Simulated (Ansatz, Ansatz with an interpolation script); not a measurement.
# Cs3GaF6 (Fm-3m): what limits a Wannier interpolation of GW

Wanted: errors and cost of interpolated bands of Cs3GaF6 (Fm-3m) under coarser or faulty settings.

Calculated with Ansatz 0.2.0; maximally localised Wannier functions, LDA, plane waves, PAW; PAW set soft_1.

Most raw output is cut from this account.

## (1) Set-up

It takes space group Fm-3m (No. 225, cubic). Conventional cell: a = 9.448 Å, b = 9.448 Å, c = 9.448 Å, α = 90.00°, β = 90.00°, γ = 90.00°. Cs has 12 F at 3.37 Å nearest. Nearest to Cs lie 6 F at 2.80 Å. Ga has 6 F at 1.92 Å nearest. Nearest to F lie 1 Ga at 1.92 Å and 5 Cs at 2.80 to 3.37 Å. Farther neighbours and most contacts between anions are not listed.

The cell and positions come from the Crystallography Open Database and are kept as given unless a step says otherwise. Spin-orbit coupling is left out unless a step names it.

## (2) Wannier model on 8×8×8

The input, input.yaml:

```yaml
crystal:
  lattice:
    - [0.0, 4.7239, 4.7239]
    - [4.7239, 0.0, 4.7239]
    - [4.7239, 4.7239, 0.0]
  atoms:
    - { symbol: Cs, position: [0.75, 0.75, 0.75] }
    - { symbol: Cs, position: [0.25, 0.25, 0.25] }
    - { symbol: Cs, position: [0.0, 0.0, 0.0] }
    - { symbol: Ga, position: [0.5, 0.5, 0.5] }
    - { symbol: F, position: [0.2965, 0.7035, 0.7035] }
    - { symbol: F, position: [0.7035, 0.2965, 0.7035] }
    - { symbol: F, position: [0.7035, 0.2965, 0.2965] }
    - { symbol: F, position: [0.2965, 0.7035, 0.2965] }
    - { symbol: F, position: [0.7035, 0.7035, 0.2965] }
    - { symbol: F, position: [0.2965, 0.2965, 0.7035] }
kpoints:
  mp_grid: { grid: [4, 4, 4] }
hamiltonian:
  xc: lda
  pseudopotentials: { kind: paw, azcp: { folder: soft_1 }, xc_functional: pbe }
scf:
  occupations: { method: fixed }
  n_extra_bands: 112
output:
  wannier:
    kmesh: [8, 8, 8]
    projections:
      - { species: Cs, l: s, shell: 6 }
      - { species: F, l: p, shell: 2 }
      - { species: Ga, l: s, shell: 4 }
      - { species: Ga, l: p, shell: 4 }
    minimise: true
    write_hr: true
    seedname: w
    conv_tol: 1.0e-06
    max_iter: 20000
    stability_check: false
    disentanglement:
      window: [-0.73, 17.65]
      frozen_window: [-0.73, 9.28]
      conv_tol: 1.0e-08
```

Command:

```console
ansatz run input.yaml --threads 2 --pin off --max-ram 92160MiB --backend cuda --events-out ev --progress --plain --runs-dir out --devices 1 --max-vram 13GiB
```

It took 30 s on 1 × NVIDIA H100 80GB HBM3 (shared by 6 runs) with 2 threads of AMD EPYC 7R13 (Zen 3), shared host; peak memory 2.6 GiB.

The run ended with an error after its SCF cycle had converged; no result of it is taken.

## (3) Wannier model on 8×8×8

Changes to input.yaml since step 2:

```diff
@@ -39,3 +39,3 @@
     disentanglement:
-      window: [-0.73, 17.65]
+      window: [-0.73, 29.81]
       frozen_window: [-0.73, 9.28]
```

The job ended after 10 min (1 × NVIDIA H100 80GB HBM3 (shared by 6 runs) with 2 threads; peak memory 3.3 GiB).

The run stopped after its SCF cycle had converged; no result of it is taken.

## (4) Wannier model on 8×8×8

Localised functions give a small Hamiltonian that interpolates between mesh points at no cost.

Changes to input.yaml since step 3:

```diff
@@ -29,2 +29,3 @@
       - { species: Cs, l: s, shell: 6 }
+      - { species: Cs, l: p, shell: 5 }
       - { species: F, l: p, shell: 2 }
@@ -39,4 +40,4 @@
     disentanglement:
-      window: [-0.73, 29.81]
-      frozen_window: [-0.73, 9.28]
+      window: [-3.61, 17.65]
+      frozen_window: [-3.61, 9.28]
       conv_tol: 1.0e-08
```

Elapsed: 43 s, on 1 × NVIDIA H100 80GB HBM3 (shared by 6 runs) with 2 threads; peak memory 2.7 GiB.

Numbers from this step:

```
gauge-invariant spread     : 55.37 Å²
diagonal spread            : 0.01243 Å²
off-diagonal spread        : 7.403 Å²
total spread               : 62.78 Å²
least projectability       : 0.1438
localisation steps         : 112
disentanglement steps      : 251
r.m.s. interpolation error : 2.60e-4 eV
r.m.s. error near the gap  : 3.18e-4 eV
```

Near the gap the model misses directly solved bands by 0.3 meV r.m.s. and by 3 meV at most in the window tested. This tests the starting bands, not the corrections carried with them.

Frozen up to 7.42 eV; above it the model need not follow the bands. Electronic bands along the path, in eV, zero at the valence-band top:

```csv
point,band 38,band 39,band 40,band 41,band 42,band 43,band 44,band 45
Γ,-0.40,-0.04,-0.04,-0.04,5.72,9.27,11.29,11.29
halfway,-0.26,-0.08,-0.08,-0.04,6.54,8.62,10.12,10.25
X,-0.31,-0.17,-0.17,-0.05,7.26,8.41,8.78,9.05
halfway,-0.29,-0.17,-0.15,-0.04,7.29,8.44,8.72,9.07
U,-0.24,-0.15,-0.11,-0.04,7.34,8.52,8.55,9.26
jump to K,-0.24,-0.15,-0.11,-0.04,7.34,8.52,8.55,9.26
halfway,-0.20,-0.07,-0.05,-0.04,6.62,8.77,9.99,10.35
Γ,-0.40,-0.04,-0.04,-0.04,5.72,9.27,11.29,11.29
halfway,-0.31,-0.06,-0.04,-0.04,6.37,9.01,10.39,10.62
L,-0.18,-0.09,0.00,0.00,7.50,7.78,9.78,10.02
halfway,-0.21,-0.12,-0.05,-0.03,7.38,8.02,9.14,9.76
W,-0.27,-0.18,-0.06,-0.06,7.38,8.54,8.54,8.98
halfway,-0.30,-0.17,-0.12,-0.05,7.32,8.45,8.69,9.02
X,-0.31,-0.17,-0.17,-0.05,7.26,8.41,8.78,9.05
```

The same for Kohn-Sham, solved directly:

```csv
point,band 38,band 39,band 40,band 41,band 42,band 43,band 44,band 45
Γ,-0.40,-0.04,-0.04,-0.04,5.72,7.50,7.50,8.66
X,-0.31,-0.17,-0.17,-0.05,7.26,7.66,7.87,8.15
U,-0.24,-0.15,-0.11,-0.04,7.34,7.73,7.97,8.22
K,-0.24,-0.15,-0.11,-0.04,7.34,7.73,7.97,8.22
Γ,-0.40,-0.04,-0.04,-0.04,5.72,7.50,7.50,8.66
L,-0.18,-0.09,0.00,0.00,7.49,7.77,8.36,8.42
W,-0.27,-0.18,-0.06,-0.06,7.38,7.74,7.74,8.51
X,-0.31,-0.17,-0.17,-0.05,7.26,7.66,7.87,8.15
```

## (5) Wannier model on 4×4×4

Changes to input.yaml since step 4:

```diff
@@ -26,3 +26,3 @@
   wannier:
-    kmesh: [8, 8, 8]
+    kmesh: [4, 4, 4]
     projections:
```

It took 11 s on 1 × NVIDIA H100 80GB HBM3 (shared by 6 runs) with 2 threads; peak memory 1.2 GiB; 12 s of CPU time.

Numbers from this step:

* gauge-invariant spread: 49.17 Å²
* diagonal spread: 0.007210 Å²
* off-diagonal spread: 6.745 Å²
* total spread: 55.92 Å²
* least projectability: 0.1438
* localisation steps: 38
* disentanglement steps: 79
* r.m.s. interpolation error: 8.81e-4 eV
* r.m.s. error near the gap: 0.001058 eV

Near the gap the model misses directly solved bands by 1.1 meV r.m.s. and by 17 meV at most in the window tested. This tests the starting bands, not the corrections carried with them.

Frozen up to 7.42 eV; above it the model need not follow the bands. Electronic bands along the path, in eV, zero at the valence-band top; v1 is the highest filled band, c1 the lowest empty one:

```csv
point,v4,v3,v2,v1,c1,c2,c3,c4
Γ,-0.40,-0.04,-0.04,-0.04,5.72,9.27,11.60,11.85
halfway,-0.26,-0.08,-0.08,-0.04,6.54,8.72,10.42,11.00
X,-0.31,-0.17,-0.17,-0.05,7.26,8.45,9.31,9.38
halfway,-0.29,-0.17,-0.15,-0.04,7.30,8.50,9.20,9.42
U,-0.24,-0.15,-0.11,-0.04,7.35,8.69,8.85,9.66
jump to K,-0.24,-0.15,-0.11,-0.04,7.35,8.69,8.85,9.66
halfway,-0.20,-0.07,-0.05,-0.04,6.62,8.78,10.23,10.80
Γ,-0.40,-0.04,-0.04,-0.04,5.72,9.27,11.60,11.85
halfway,-0.31,-0.06,-0.04,-0.04,6.37,9.00,10.59,11.14
L,-0.18,-0.09,0.00,0.00,7.54,7.80,9.79,10.72
halfway,-0.21,-0.12,-0.05,-0.03,7.39,8.18,9.29,10.23
W,-0.27,-0.18,-0.06,-0.06,7.38,8.87,8.87,9.32
halfway,-0.30,-0.18,-0.12,-0.05,7.33,8.56,9.22,9.32
X,-0.31,-0.17,-0.17,-0.05,7.26,8.45,9.31,9.38
```

The same for Kohn-Sham, solved directly:

```csv
point,v4,v3,v2,v1,c1,c2,c3,c4
Γ,-0.40,-0.04,-0.04,-0.04,5.72,7.50,7.50,8.66
X,-0.31,-0.17,-0.17,-0.05,7.26,7.66,7.87,8.15
U,-0.24,-0.15,-0.11,-0.04,7.34,7.73,7.97,8.22
K,-0.24,-0.15,-0.11,-0.04,7.34,7.73,7.97,8.22
Γ,-0.40,-0.04,-0.04,-0.04,5.72,7.50,7.50,8.66
L,-0.18,-0.09,0.00,0.00,7.49,7.77,8.36,8.42
W,-0.27,-0.18,-0.06,-0.06,7.38,7.74,7.74,8.51
X,-0.31,-0.17,-0.17,-0.05,7.26,7.66,7.87,8.15
```

## (6) A faulty Wannier input

Changes to input.yaml since step 5:

```diff
@@ -27,8 +27,3 @@
     kmesh: [4, 4, 4]
-    projections:
-      - { species: Cs, l: s, shell: 6 }
-      - { species: Cs, l: p, shell: 5 }
-      - { species: F, l: p, shell: 2 }
-      - { species: Ga, l: s, shell: 4 }
-      - { species: Ga, l: p, shell: 4 }
+    projections: [{ species: Ga, l: p, shell: 4 }]
     minimise: true
```

The job ended after 8.9 s (1 × NVIDIA H100 80GB HBM3 (shared by 6 runs) with 2 threads; peak memory 1.2 GiB).

The run ended with an error after its SCF cycle had converged; no result of it is taken.

The fault put into this input: trial orbitals that do not span the target bands.

## (7) G0W0: 4×4×4 mesh, 793 empty bands, screening to 140 eV, PAW set soft_1 files

G0W0 replaces the xc potential by the self-energy, built once from these orbitals. Only a window of levels is corrected, while the sums run over the empty bands that the input names.

This step: G0W0 on LDA, plane waves, PAW; PAW set soft_1.

input.yaml, the sections that differ from step 6:

```yaml
scf:
  occupations: { method: fixed }
gw:
  n_empty_bands: 793
  ecut_chi: 140.0
  qp_bands: [v27, c1]
  screening: { model: contour_deformation }
# crystal, kpoints, hamiltonian: as in step 6
# output: removed
```

The job ended after 93 s (1 × NVIDIA H100 80GB HBM3 (shared by 6 runs) with 2 threads; peak memory 2.3 GiB; 2.4 min of CPU time).

The G0W0 gap on the mesh is 9.140 eV.

## (8) G0W0: 2×2×2 mesh, 793 empty bands, screening to 140 eV, PAW set soft_1 files

Changes to input.yaml since step 7:

```diff
@@ -17,3 +17,3 @@
 kpoints:
-  mp_grid: { grid: [4, 4, 4] }
+  mp_grid: { grid: [2, 2, 2] }
 hamiltonian:
```

Run time: 19 s. Hardware: 1 × NVIDIA H100 80GB HBM3 (shared by 6 runs) with 2 threads; peak memory 1.7 GiB.

The G0W0 gap on the mesh is 9.156 eV.

## (9) G0W0: 4×4×4 mesh, 368 empty bands, screening to 84 eV, PAW set soft_1 files

Changes to input.yaml since step 8:

```diff
@@ -17,3 +17,3 @@
 kpoints:
-  mp_grid: { grid: [2, 2, 2] }
+  mp_grid: { grid: [4, 4, 4] }
 hamiltonian:
@@ -24,4 +24,4 @@
 gw:
-  n_empty_bands: 793
-  ecut_chi: 140.0
+  n_empty_bands: 368
+  ecut_chi: 84
   qp_bands: [v27, c1]
```

The job ended after 53 s (1 × NVIDIA H100 80GB HBM3 (shared by 6 runs) with 2 threads; peak memory 1.5 GiB; 77 s of CPU time).

The G0W0 gap on the mesh is 9.111 eV.

## (10) G0W0: 4×4×4 mesh, 793 empty bands, screening to 140 eV, plasmon pole, PAW set soft_1 files

Changes to input.yaml since step 9:

```diff
@@ -24,5 +24,5 @@
 gw:
-  n_empty_bands: 368
-  ecut_chi: 84
+  n_empty_bands: 793
+  ecut_chi: 140.0
   qp_bands: [v27, c1]
-  screening: { model: contour_deformation }
+  screening: { model: godby_needs }
```

Wall time 5 min (1 × NVIDIA H100 80GB HBM3 (shared by 6 runs) with 2 threads); peak memory 6.2 GiB.

The G0W0 gap on the mesh is 9.137 eV.

## (11) Interpolated results

Times are wall times on 1 × NVIDIA H100 80GB HBM3 (shared by 6 runs) with 2 threads of AMD EPYC 7R13 (Zen 3), shared host, good to a factor of about two.

```csv
GW mesh,empty bands,cutoff (eV),frequency,gap on mesh (eV),gap over zone (eV),direct gap (eV),valence width (eV),GW time
4×4×4,793,140,contour deformation,9.140,9.140,9.242,5.602,93 s
2×2×2,793,140,contour deformation,9.156,9.158,9.260,5.616,19 s
4×4×4,368,84,contour deformation,9.111,9.111,9.226,5.494,53 s
4×4×4,793,140,plasmon pole,9.137,9.137,9.248,5.699,5 min
```

## (12) Results

```yaml
4x4x4_mesh_793_empty_bands_screening_to_140_ev_paw_set_soft_1_files: 9.14 eV
2x2x2_mesh_793_empty_bands_screening_to_140_ev_paw_set_soft_1_files: 9.16 eV
4x4x4_mesh_368_empty_bands_screening_to_84_ev_paw_set_soft_1_files: 9.11 eV
4x4x4_mesh_793_empty_bands_screening_to_140_ev_plasmon_pole_paw_set_soft_1_files: 9.14 eV
```

In words: The largest change, −0.03 eV in the gap over the zone, comes with 4×4×4 mesh, 368 empty bands, screening to 84 eV, PAW set soft_1 files. The first run is a reference, not a converged one, and where a row moves several settings no single cause can be named. Rows on another GW mesh add that mesh's corrections to the bands of the one model. With 2×2×2 mesh, 793 empty bands, screening to 140 eV, PAW set soft_1 files the gap over the zone moves by +0.02 eV and that on the mesh by +0.02 eV. With 4×4×4 mesh, 368 empty bands, screening to 84 eV, PAW set soft_1 files the gap over the zone moves by −0.03 eV and that on the mesh by −0.03 eV. With 4×4×4 mesh, 793 empty bands, screening to 140 eV, plasmon pole, PAW set soft_1 files the gap over the zone moves by −0.003 eV and that on the mesh by −0.003 eV. Gaps over the zone and on the mesh differ where an edge lies off the mesh, or where a GW run starts from another density: the starting gap over the zone is 5.725 eV, on the GW meshes it is 5.725 eV and 5.722 eV. The many-body steps are scalar-relativistic: spin-orbit coupling is not in them.

[Paths, hosts, dates, memory and timing lines, banners, echoed tables and standing remarks are left out of the program output.]

[Logs are printed without paths, hosts, clocks, repeated set-up lines and the standing remarks that a program may print on its own settings, such as how far it seeks lower states.]

[Runs of the session that timed out or met a known fault of the program may be left out.]

[Hosts, paths, dates, database ids (printed as entryN), source tags and the programs' standing remarks are cut or masked in the printed files.]
